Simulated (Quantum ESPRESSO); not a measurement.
# Calculated records

```json
{"subject": "Magnetic state of LaCrGe3 from several starts", "lattice_ang": [[6.2004, 0.0, 0.0], [-3.1002, 5.3697, 0.0], [0.0, 0.0, 5.766]], "atoms": [["La", 0.3333, 0.6667, 0.75], ["La", 0.6667, 0.3333, 0.25], ["Cr", 0.0, 0.0, 0.0], ["Cr", 0.0, 0.0, 0.5], ["Ge", 0.1934, 0.3867, 0.25], ["Ge", 0.8066, 0.1934, 0.75], ["Ge", 0.6133, 0.8066, 0.25], ["Ge", 0.8066, 0.6133, 0.75], ["Ge", 0.1934, 0.8066, 0.25], ["Ge", 0.3867, 0.1934, 0.75]], "method": "LDA; plane waves with GBRV 1.5 LDA potentials, no spin-orbit coupling, projections on orthogonalised atomic orbitals (and 2 further levels or steps)", "program": "Quantum ESPRESSO 7.5", "settings_of_one_run": "GBRV 1.5 LDA, cutoff 544.23 eV, 6×6×6 k-mesh, 90 bands, fermi-dirac occupations, smearing width 0.1 eV, collinear spin, SCF threshold 2.00e-8, starting moments 0 0 2.5 2.5 0 0 0 0 0 0 μB", "cost": "4 runs, 7.3 min in all on 4 MPI ranks of AMD EPYC 9R45, shared host (the runs of this entry)", "notes": "This is the lowest of 2 collinear or spinless starts, no proof of the ground state. A computed site moment is spin alone and hangs on the region that is counted: the program’s spheres do not touch and miss the tail of the moment. Measured moments hold any orbital part as well, and belong to the order of the sample, which need not be the order of this run.", "results": {"lowest_state_found": "ferromagnetic (from ferro ++)", "largest_site_moment": "1.40 μB", "next_state_with_moments": "antiferromagnetic, 51.7 meV a seeded atom higher"}}
```

[Logs and program files are shortened in this print: banners, set-up blocks, solver, clock and traceback lines can be left out without a mark of their own.]

[Logs are printed without paths, hosts, clocks, repeated set-up lines and the standing remarks that a program may print on its own settings, such as how far it seeks lower states.]

[Hosts, paths, dates, database ids (printed as entryN), source tags and the programs' standing remarks are cut or masked in the printed files.]

[Where a cell is said to come from a database of computed structures, the database is the Materials Project.]
